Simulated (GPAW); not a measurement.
# BaLiF3 (Pm-3m): one start, several treatments of the self-energy

Aim: compare treatments of exchange, screening and correlation for the gap of BaLiF3 (Pm-3m).

Calculated with GPAW 26.7.0; LDA and many-body steps on it, plane waves.

Most raw output is cut from this account.

## (1) The starting structure

It takes space group Pm-3m (No. 221, cubic). The conventional cell has a = 3.989 Å, b = 3.989 Å, c = 3.989 Å, α = 90.00°, β = 90.00°, γ = 90.00°. Ba has 12 F at 2.82 Å nearest. Nearest to Li lie 6 F at 1.99 Å. Nearest to F lie 2 Li at 1.99 Å and 4 Ba at 2.82 Å. Farther neighbours and most contacts between anions are not listed.

As a file:

```xyz
5
Lattice="3.9886 0.0000 0.0000 0.0000 3.9886 0.0000 0.0000 0.0000 3.9886" Properties=species:S:1:pos:R:3 pbc="T T T"
Ba    0.0000    0.0000    0.0000
Li    1.9943    1.9943    1.9943
F     0.0000    1.9943    1.9943
F     1.9943    1.9943    0.0000
F     1.9943    0.0000    1.9943
```

The cell and positions are those that the Materials Project relaxed with its own functionals (PBE, PBE+U or r2SCAN), kept fixed. Spin-orbit coupling is left out unless a step names it.

## (2) Empty states on the mesh, 4×4×4 mesh, 301 bands

This step: GPAW 26.7.0; DFT, LDA, plane waves, PAW.

The sums over transitions need many empty states on a uniform mesh; this step solves for them.

run.py

```python
import json
import numpy as np
from gpaw.mpi import world
from gpaw import GPAW

calc = GPAW('gs.gpw').fixed_density(kpts={'size': (4, 4, 4), 'gamma': True},
    parallel={'domain': 1, 'band': 1},
    txt='nscf.txt')
calc.diagonalize_full_hamiltonian(nbands=301)
calc.write('full.gpw', mode='all')
res = {}
kpts = calc.get_ibz_k_points()
res['kpts'] = kpts
res['eigenvalues'] = [calc.get_eigenvalues(kpt=k) for k in range(len(kpts))]
res['n_electrons'] = calc.get_number_of_electrons()

if world.rank == 0:
    with open('result.json', 'w') as f:
        json.dump(res, f, default=lambda x: x.tolist())
```

Started as:

```
$ mpirun -n 4 gpaw python run.py
```

The job ended after 35 s (4 MPI ranks of Arm Neoverse V1, shared host; peak memory 2.1 GiB; 2.3 min of CPU time).

This step gave:

```
gap                                                           : 6.505 eV
k of the valence top                                          : 0, 0, 0
k of the conduction bottom                                    : 0, 0, 0
least direct gap                                              : 6.505 eV
k points computed                                             : 10
lowest point of the top converged band, above the valence top : 149.6306 eV
```

On this mesh the gap is 6.505 eV.

## (3) G0W0, Godby-Needs plasmon pole

G0W0 replaces the xc potential by the self-energy, built once from these orbitals. Only a window of levels is corrected, while the sums run over the empty bands that the input names.

This step: G0W0 on LDA, plane waves, PAW.

run.py

```python
import json
import numpy as np
from gpaw.mpi import world
from gpaw.response.g0w0 import G0W0

gw = G0W0('full.gpw',
    filename='gw',
    kpts=[0],
    bands=(14, 18),
    ecut=96,
    nbands=135,
    integrate_gamma='WS',
    ppa=True)
gw.calculate()
res = {mode: {k: v for k, v in r.items() if k != 'sigma_eskwn'}
       for mode, r in gw.all_results.items()}

if world.rank == 0:
    with open('result.json', 'w') as f:
        json.dump(res, f, default=lambda x: x.tolist())
```

Started as:

```
$ mpirun -n 4 gpaw python run.py
```

Wall time 45 s (4 MPI ranks); peak memory 1.4 GiB; 3 min of CPU time.

This step gave:

| Item | Value |
| --- | --- |
| G0W0 gap on the points computed | 9.782 eV |
| least direct G0W0 gap on the computed points | 9.782 eV |
| Z at the valence top | 0.7989 |
| Z at the conduction bottom | 0.8791 |
| starting gap on the mesh | 6.505 eV |
| k of the valence top | 0, 0, 0 |
| k of the conduction bottom | 0, 0, 0 |

The gap on the mesh goes from 6.51 eV to 9.78 eV, a correction of +3.28 eV.

## (4) One-shot HSE06

This step: one-shot HSE06 levels on LDA orbitals, plane waves, PAW.

run.py

```python
import json
import numpy as np
from gpaw.mpi import world
from gpaw.hybrids.eigenvalues import non_self_consistent_eigenvalues

dft, vxc, vxc_hyb = non_self_consistent_eigenvalues('full.gpw', 'HSE06', 14, 18, kpt_indices=[0])
res = {'dft': dft[0], 'hybrid': (dft - vxc + vxc_hyb)[0]}
if world.rank == 0:
    with open('hybrid.txt', 'w') as f:
        for k, e0, e1 in zip([0], res['dft'], res['hybrid']):
            print(k, ' '.join(f'{x:9.4f}' for x in e0), '|', ' '.join(f'{x:9.4f}' for x in e1), file=f)

if world.rank == 0:
    with open('result.json', 'w') as f:
        json.dump(res, f, default=lambda x: x.tolist())
```

Started as:

```
$ mpirun -n 4 gpaw python run.py
```

Run time: 3.7 s. Hardware: 4 MPI ranks; peak memory 0.5 GiB.

This step gave:

```
starting gap on the mesh                       : 6.505 eV
hybrid gap on the mesh                         : 9.164 eV
least direct hybrid gap on the computed points : 9.164 eV
```

## (5) G0W0, extrapolated in the cutoff

This step: G0W0 on LDA, plane waves, PAW.

run.py

```python
import json
import numpy as np
from gpaw.mpi import world
from gpaw.response.g0w0 import G0W0

gw = G0W0('full.gpw',
    filename='gw',
    kpts=[0],
    bands=(14, 18),
    ecut=160.0,
    integrate_gamma='WS',
    ppa=True,
    ecut_extrapolation=True)
gw.calculate()
res = {mode: {k: v for k, v in r.items() if k != 'sigma_eskwn'}
       for mode, r in gw.all_results.items()}

if world.rank == 0:
    with open('result.json', 'w') as f:
        json.dump(res, f, default=lambda x: x.tolist())
```

Started as:

```
$ mpirun -n 4 gpaw python run.py
```

The job ended after 3.5 min (4 MPI ranks; peak memory 1.6 GiB).

This step gave:

```
quasiparticle gap on the points computed              : 9.828 eV
least direct quasiparticle gap on the computed points : 9.828 eV
Z at the valence top                                  : 0.7850
Z at the conduction bottom                            : 0.8774
starting gap on the mesh                              : 6.505 eV
k of the valence top                                  : 0, 0, 0
k of the conduction bottom                            : 0, 0, 0
gaps at the cutoffs of the extrapolation              : 9.759, 9.766, 9.773 eV
```

Against G0W0 in GPAW (4×4×4 mesh, 135 bands, screening to 96 eV, Godby-Needs plasmon pole), the gap moves by +0.046 eV.

## (6) One-shot PBE0

This step: one-shot PBE0 levels on LDA orbitals, plane waves, PAW.

run.py

```python
import json
import numpy as np
from gpaw.mpi import world
from gpaw.hybrids.eigenvalues import non_self_consistent_eigenvalues

dft, vxc, vxc_hyb = non_self_consistent_eigenvalues('full.gpw', 'PBE0', 14, 18, kpt_indices=[0])
res = {'dft': dft[0], 'hybrid': (dft - vxc + vxc_hyb)[0]}
if world.rank == 0:
    with open('hybrid.txt', 'w') as f:
        for k, e0, e1 in zip([0], res['dft'], res['hybrid']):
            print(k, ' '.join(f'{x:9.4f}' for x in e0), '|', ' '.join(f'{x:9.4f}' for x in e1), file=f)

if world.rank == 0:
    with open('result.json', 'w') as f:
        json.dump(res, f, default=lambda x: x.tolist())
```

Started as:

```
$ mpirun -n 4 gpaw python run.py
```

Run time: 3.9 s. Hardware: 4 MPI ranks; peak memory 0.49 GiB.

Numbers from this step:

```yaml
starting_gap_on_the_mesh: 6.505 eV
hybrid_gap_on_the_mesh: 9.953 eV
least_direct_hybrid_gap_on_the_computed_points: 9.953 eV
```

## (7) G0W0, full frequency, Hilbert transform

This step: G0W0 on LDA, plane waves, PAW.

run.py

```python
import json
import numpy as np
from gpaw.mpi import world
from gpaw.response.g0w0 import G0W0

gw = G0W0('full.gpw',
    filename='gw',
    kpts=[0],
    bands=(14, 18),
    ecut=96,
    nbands=135,
    integrate_gamma='WS',
    frequencies={'type': 'nonlinear', 'domega0': 0.1, 'omega2': 15.0},
    eta=0.1,
    nblocksmax=True)
gw.calculate()
res = {mode: {k: v for k, v in r.items() if k != 'sigma_eskwn'}
       for mode, r in gw.all_results.items()}

if world.rank == 0:
    with open('result.json', 'w') as f:
        json.dump(res, f, default=lambda x: x.tolist())
```

Started as:

```
$ mpirun -n 4 gpaw python run.py
```

It took 80 s on 4 MPI ranks; peak memory 1.5 GiB.

Numbers from this step:

```yaml
g0w0_gap_on_the_points_computed: 9.792 eV
least_direct_g0w0_gap_on_the_computed_points: 9.792 eV
starting_gap_on_the_mesh: 6.505 eV
k_of_the_valence_top: 0, 0, 0
k_of_the_conduction_bottom: 0, 0, 0
```

Against G0W0 in GPAW (4×4×4 mesh, 135 bands, screening to 96 eV, Godby-Needs plasmon pole), the gap moves by +0.010 eV.

## (8) Side by side

Times are wall times on 4 MPI ranks of Arm Neoverse V1, shared host, good to a factor of about two.

```
                                    run   mesh  bands  screening cutoff (eV)  DFT gap (eV)  gap on the mesh (eV)  direct (eV)     time
         G0W0, Godby-Needs plasmon pole  4×4×4    135                     96         6.505                 9.782        9.782     45 s
                         one-shot HSE06  4×4×4      -                      -         6.505                 9.164        9.164    3.7 s
       G0W0, extrapolated in the cutoff  4×4×4      -                    160         6.505                 9.828        9.828  3.5 min
                          one-shot PBE0  4×4×4      -                      -         6.505                 9.953        9.953    3.9 s
G0W0, full frequency, Hilbert transform  4×4×4    135                     96         6.505                 9.792        9.792     80 s
```

## (9) Summary of results

* G0W0, Godby-Needs plasmon pole: 9.782 eV
* one-shot HSE06: 9.164 eV
* G0W0, extrapolated in the cutoff: 9.828 eV
* one-shot PBE0: 9.953 eV
* G0W0, full frequency, Hilbert transform: 9.792 eV
* known limits: not at the basis limit; no spin-orbit coupling; coarse k mesh

What this shows: One-shot HSE06: −0.618 eV against G0W0, Godby-Needs plasmon pole. G0W0, extrapolated in the cutoff: +0.046 eV against G0W0, Godby-Needs plasmon pole, at other bands or cutoff, so not like for like. One-shot PBE0: +0.171 eV against G0W0, Godby-Needs plasmon pole. G0W0, full frequency, Hilbert transform: +0.010 eV against G0W0, Godby-Needs plasmon pole. One-shot hybrid levels are evaluated on the LDA orbitals. Bands and cutoff are finite, so the gap is not at the basis limit. The miss can reach some tenths of an eV and take either sign; the mesh is an error of its own. These stock PAW sets were not made for GW. In the G0W0 runs levels were corrected at 1 k point alone, so a gap called «on the mesh» is the least over those, and an edge elsewhere would be missed. The 4×4×4 mesh is coarse for this cell, which bears on the long-range parts of exchange and screening. This is the ideal cubic cell; many perovskites, halides above all, are cubic only on average, and local tilts or off-centring can widen the gap. The many-body steps are scalar-relativistic: spin-orbit coupling is not in them.

[Paths, hosts, dates, memory and timing lines, banners, echoed tables and standing remarks are left out of the program output.]

[Logs are printed without paths, hosts, clocks, repeated set-up lines and the standing remarks that a program may print on its own settings, such as how far it seeks lower states.]

[Runs of the session that timed out or met a known fault of the program may be left out.]

[Hosts, paths, dates, database ids (printed as entryN), source tags and the programs' standing remarks are cut or masked in the printed files.]
